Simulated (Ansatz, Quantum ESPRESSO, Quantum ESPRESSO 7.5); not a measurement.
# W2CCl2 MXene, 1 layer: biaxial strain by an ASE script

Aim: band edges, gap and stiffness of W2CCl2 MXene, 1 layer under biaxial strain.

Program: Quantum ESPRESSO 7.5. Level of theory: plane-wave DFT, PBE, GBRV ultrasoft pseudopotentials (geometry by Ansatz 0.2.0 with PAW datasets; geometry under PBE). Results are calculated unless marked as measured.

This is a report of a sequence of runs, with most program output left out.

## 1. The structure

The cell holds 5 atoms: 2 Cl, 2 W and 1 C. Its edges and angles: a = 3.125 Å, b = 3.125 Å, c = 20.863 Å, α = 90.0°, β = 90.0°, γ = 120.0°. It derives from W2CCl2. Vacuum lies along c.

Coordinates:

```cif
data_structure
_symmetry_space_group_name_H-M 'P 1'
_symmetry_Int_Tables_number 1
_cell_length_a 3.1254
_cell_length_b 3.1254
_cell_length_c 20.8631
_cell_angle_alpha 90.000
_cell_angle_beta 90.000
_cell_angle_gamma 120.000
_cell_volume 176.49
loop_
_atom_site_label
_atom_site_type_symbol
_atom_site_fract_x
_atom_site_fract_y
_atom_site_fract_z
_atom_site_occupancy
Cl1 Cl 0.33333 0.66667 0.35949 1
W2 W 0.66667 0.33333 0.44089 1
C3 C 0.00000 0.00000 0.50000 1
W4 W 0.33333 0.66667 0.55911 1
Cl5 Cl 0.66667 0.33333 0.64051 1
```

## 2. Geometry from Ansatz

A relaxation in Ansatz fixes the structure of this slab for the runs on it.

input.yaml reads:

```yaml
crystal:
  lattice:
    - [3.125408, 0.0, 0.0]
    - [-1.562704, 2.7066827252, 0.0]
    - [0.0, 0.0, 20.8631248233]
  atoms:
    - { symbol: Cl, position: [0.3333333333, 0.6666666667, 0.3594859382] }
    - { symbol: W, position: [0.6666666667, 0.3333333333, 0.4408907947] }
    - { symbol: C, position: [0.0, 0.0, 0.5] }
    - { symbol: W, position: [0.3333333333, 0.6666666667, 0.5591092053] }
    - { symbol: Cl, position: [0.6666666667, 0.3333333333, 0.6405140618] }
kpoints:
  mp_grid: { grid: [12, 12, 1] }
hamiltonian:
  xc: pbe
scf:
  occupations: { method: fermi_dirac, width: 0.05 }
  convergence: { dr2_threshold: 1.0e-08 }
efield:
  axis: 3
  dipole_correction: true
  ramp_position: 0.97
  ramp_width: 0.04
relax:
  f_tol: 0.01
  cell: { fix: [c, alpha, beta] }
output:
  write_potential: true
  write_density: true
  volumetric_format: npy
```

Launch:

```console
$ ansatz run input.yaml --threads 4 --pin off --max-ram 8192MiB --backend cpu --events-out ev --progress --plain --runs-dir out
```

Wall time 57 s (4 threads of Arm Neoverse N1, shared host); peak memory 0.52 GiB; 3.6 min of CPU time.

The steps of the relaxation:

```tsv
step	energy less that of the first step (eV)	largest force component (eV/Å)	pressure (GPa)	volume (Å³)
1	0.0000	1.8276	1.71	176.49
2	-0.3649	0.6446	0.40	169.91
3	-0.4275	0.9263	0.64	171.37
4	-0.3698	2.1756	3.67	171.95
5	-0.6521	1.3099	0.45	175.99
6	-0.8840	0.7818	1.04	182.25
7	-1.1468	0.6942	1.13	192.02
8	-1.3534	0.8010	0.70	206.39
9	-1.3605	0.5504	-0.36	204.82
10	-1.3708	0.0166	-0.06	206.30
11	-1.3708	0.0022	-0.01	206.23
12*	-1.3866	0.0010	0.06	206.23
13	-1.3867	0.0067	0.02	206.50
14*	-1.3867	0.0067	0.02	206.50
```

Relaxation steps marked * repeat the geometry before them on a plane-wave basis chosen anew for their cell, so energy and pressure can jump there. Relaxation step 4 was tried and not accepted.

Forces are held to the 6 operations that the run works with; a distortion that breaks them can't arise in this run.

```tsv
cell as run	before	after	change
a (Å)	3.125	3.381	+8.2 %
b (Å)	3.125	3.381	+8.2 %
```

The atoms that moved most (Å, along periodic axes as changes of fractional coordinates times the final cell, across vacuum about the mean position):

```tsv
atom	dx	dy	dz	length
W4	0.000	0.000	-0.317	0.317
W2	0.000	0.000	0.317	0.317
Cl1	0.000	0.000	0.205	0.205
Cl5	0.000	0.000	-0.205	0.205
```

The relaxed structure:

```cif
data_structure
_symmetry_space_group_name_H-M 'P 1'
_symmetry_Int_Tables_number 1
_cell_length_a 3.3807
_cell_length_b 3.3807
_cell_length_c 20.8631
_cell_angle_alpha 90.000
_cell_angle_beta 90.000
_cell_angle_gamma 120.000
_cell_volume 206.50
loop_
_atom_site_label
_atom_site_type_symbol
_atom_site_fract_x
_atom_site_fract_y
_atom_site_fract_z
_atom_site_occupancy
Cl1 Cl 0.33333 0.66667 0.36929 1
W2 W 0.66667 0.33333 0.45609 1
C3 C 0.00000 0.00000 0.50000 1
W4 W 0.33333 0.66667 0.54391 1
Cl5 Cl 0.66667 0.33333 0.63071 1
```

Read from the output:

* free energy: -23180.4951 eV
* energy at zero smearing: -23180.4867 eV
* smearing term TS: 0.01693 eV
* Fermi energy: 2.907 eV
* gap by band count: 0.1228 eV
* symmetry operations: 6
* work function of the upper face: 4.041 eV
* work function of the lower face: 4.041 eV
* dipole along the normal: -9.02e-6 e·Å

## 3. Running the series

Under ESM bc1 levels count from the vacuum, or from the mean of the two vacuum levels where the sheet has a dipole, so band edges at unlike strains can be compared.

Level of this step: plane-wave DFT, PBE, GBRV ultrasoft pseudopotentials (Quantum ESPRESSO 7.5).

run.py reads:

```python
import json
import numpy as np
from ase import Atoms
from ase.calculators.espresso import Espresso, EspressoProfile

profile = EspressoProfile(command='mpirun -n 4 pw.x -nk 4', pseudo_dir='../pseudo')
pseudopotentials = {'C': 'c_pbe_v1.2.uspp.F.UPF', 'Cl': 'cl_pbe_v1.4.uspp.F.UPF', 'W': 'w_pbe_v1.2.uspp.F.UPF'}
system = {'ecutwfc': 40, 'ecutrho': 200, 'occupations': 'smearing', 'smearing': 'fd', 'degauss': 0.002}


def calculator(name, kpts, **extra):
    data = dict(control=dict(tprnfor=True, verbosity='high', disk_io='none'),
                system=system | extra,
                electrons=dict(conv_thr=1e-09, mixing_beta=0.4, mixing_mode='plain',
                               electron_maxstep=100))
    return Espresso(profile=profile, directory=name, pseudopotentials=pseudopotentials, kpts=kpts, input_data=data)


def centre(atoms):
    z = atoms.positions[:, 2]
    atoms.positions[:, 2] -= (z.max() + z.min()) / 2  # ESM wants the slab about z = 0
    return atoms

sheet = Atoms(
    ['Cl', 'W', 'C', 'W', 'Cl'],
    scaled_positions=[
        [0.3333333333, 0.6666666667, 0.3692906713],
        [0.6666666667, 0.3333333333, 0.4560939463],
        [0.0000000000, 0.0000000000, 0.5000000040],
        [0.3333333333, 0.6666666667, 0.5439060330],
        [0.6666666667, 0.3333333333, 0.6307093454]],
    cell=[
        [3.380659064542, 0.000000000000, 0.000000000000],
        [-1.690329532271, 2.927736631427, 0.000000000000],
        [0.000000000000, 0.000000000000, 20.863124823300]],
    pbc=True)

rows = []
for strain in [-0.03, -0.015, 0.0, 0.015, 0.03]:
    atoms = sheet.copy()
    atoms.set_cell(sheet.cell.array * [[1 + strain], [1 + strain], [1]], scale_atoms=True)
    atoms = centre(atoms)
    atoms.calc = calculator(f's{strain:+.3f}', (12, 12, 1), assume_isolated='esm', esm_bc='bc1', nbnd=27)
    energy = atoms.get_potential_energy()
    levels = np.array([atoms.calc.get_eigenvalues(kpt=i) for i in range(len(atoms.calc.get_ibz_k_points()))])
    top, bottom = levels[:, 22].max(), levels[:, 23].min()
    direct = (levels[:, 23] - levels[:, 22]).min()
    rows.append([strain, energy, top, bottom, direct])
    print(f'strain {strain:+.3f}: E = {energy:.5f} eV, valence top {top:.3f}, conduction bottom {bottom:.3f}, '
          f'gap {bottom - top:.3f}, least direct gap {direct:.3f} eV')

x, energy, top, bottom, direct = np.array(rows).T
area = np.linalg.norm(np.cross(*sheet.cell[:2]))
stiffness = np.polyfit(x, energy, 2)[0] / area * 16.0218  # C11 + C12, heights clamped
print(f'valence and conduction edges move by {np.polyfit(x, top, 1)[0]:.2f} and {np.polyfit(x, bottom, 1)[0]:.2f} eV per unit biaxial strain')
print(f'C11 + C12 with clamped heights: {stiffness:.1f} N/m')
json.dump(dict(rows=rows, stiffness=stiffness), open('result.json', 'w'))
```

Launch:

```console
$ OMP_NUM_THREADS=1 python run.py
```

Elapsed: 9.7 min, on 4 MPI ranks; peak memory 0.91 GiB.

Numbers from this step:

```
biaxial stiffness : 345.5 N/m
```

The band edge from the vacuum level by biaxial strain:

```tsv
biaxial strain (%)	valence top (eV)	conduction bottom (eV)
-3.00	-3.82	-3.88
-1.50	-3.93	-3.90
0.00	-4.06	-3.95
1.50	-4.17	-4.01
3.00	-4.25	-4.12
```

The gap by biaxial strain:

```tsv
biaxial strain (%)	on the mesh (eV)	least direct (eV)
-3.00	-0.0625	0.270
-1.50	0.0329	0.252
0.00	0.119	0.235
1.50	0.158	0.221
3.00	0.137	0.208
```

Table of energy over the lowest by biaxial strain:

```tsv
biaxial strain (%)	energy over the lowest (meV)
-3.00	223
-1.50	59.7
0.00	0
1.50	37.1
3.00	161
```

## 4. Running the series: PBE, SG15 norm-conserving

Level of this step: plane-wave DFT, PBE, SG15 norm-conserving pseudopotentials (Quantum ESPRESSO 7.5).

run.py, as its differences from the input of step 3:

```diff
@@ -6,4 +6,4 @@
 profile = EspressoProfile(command='mpirun -n 4 pw.x -nk 4', pseudo_dir='../pseudo')
-pseudopotentials = {'C': 'c_pbe_v1.2.uspp.F.UPF', 'Cl': 'cl_pbe_v1.4.uspp.F.UPF', 'W': 'w_pbe_v1.2.uspp.F.UPF'}
-system = {'ecutwfc': 40, 'ecutrho': 200, 'occupations': 'smearing', 'smearing': 'fd', 'degauss': 0.002}
+pseudopotentials = {'C': 'C_ONCV_PBE-1.2.upf', 'Cl': 'Cl_ONCV_PBE-1.2.upf', 'W': 'W_ONCV_PBE-1.2.upf'}
+system = {'ecutwfc': 60, 'ecutrho': 240, 'occupations': 'smearing', 'smearing': 'fd', 'degauss': 0.002}
 
@@ -42,7 +42,7 @@
     atoms = centre(atoms)
-    atoms.calc = calculator(f's{strain:+.3f}', (12, 12, 1), assume_isolated='esm', esm_bc='bc1', nbnd=27)
+    atoms.calc = calculator(f's{strain:+.3f}', (12, 12, 1), assume_isolated='esm', esm_bc='bc1', nbnd=41)
     energy = atoms.get_potential_energy()
     levels = np.array([atoms.calc.get_eigenvalues(kpt=i) for i in range(len(atoms.calc.get_ibz_k_points()))])
-    top, bottom = levels[:, 22].max(), levels[:, 23].min()
-    direct = (levels[:, 23] - levels[:, 22]).min()
+    top, bottom = levels[:, 36].max(), levels[:, 37].min()
+    direct = (levels[:, 37] - levels[:, 36]).min()
     rows.append([strain, energy, top, bottom, direct])
```

Launch:

```console
$ OMP_NUM_THREADS=1 python run.py
```

Elapsed: 25 min, on 4 MPI ranks; peak memory 0.78 GiB.

Read from the output:

- biaxial stiffness: 340.1 N/m

The band edge from the vacuum level by biaxial strain:

```tsv
biaxial strain (%)	valence top (eV)	conduction bottom (eV)
-3.00	-3.83	-3.89
-1.50	-3.95	-3.92
0.00	-4.08	-3.97
1.50	-4.17	-4.04
3.00	-4.25	-4.14
```

The gap by biaxial strain:

```tsv
biaxial strain (%)	on the mesh (eV)	least direct (eV)
-3.00	-0.0646	0.255
-1.50	0.0278	0.234
0.00	0.111	0.216
1.50	0.127	0.201
3.00	0.106	0.187
```

Energy over the lowest against biaxial strain:

```tsv
biaxial strain (%)	energy over the lowest (meV)
-3.00	208
-1.50	53.0
0.00	0
1.50	42.2
3.00	170
```

## 5. A check by hand

Under equal strain ε in the plane, E = A (C11 + C12) ε². From the points at ±1.5 %: d²E/dε² = (59.72 + 37.05 − 2 × 0.00) meV / 0.015² = 430 eV, and 430/(2 × 9.898 Å²) × 16.02 = 348 N/m.

## 6. What came out

| Quantity | Value |
| --- | --- |
| C11 + C12, heights clamped, PBE, GBRV ultrasoft | 346 N/m |
| C11 + C12, heights clamped, PBE, SG15 norm-conserving | 340 N/m |

The sheet's biaxial stiffness comes to 346 N/m (PBE, GBRV ultrasoft). The bands touch or overlap at some strains, so edges by band count are no gaps there. Heights are clamped under strain, which makes a sheet with several atomic planes too stiff. Semilocal gaps are too small. Spin-orbit coupling is left out; depending on the atoms that carry the levels of interest, it can split and shift them by tenths of an eV to an eV or more.

[Logs are printed without paths, hosts, clocks, repeated set-up lines and the standing remarks that a program may print on its own settings, such as how far it seeks lower states.]

[Hosts, paths, dates, database ids (printed as entryN), source tags and the programs' standing remarks are cut or masked in the printed files.]

[Maps of the electrostatic potential energy from Ansatz leave out the sawtooth potential of an applied field or a dipole correction, so their vacuum need not be flat; planar profiles and work functions include it.]
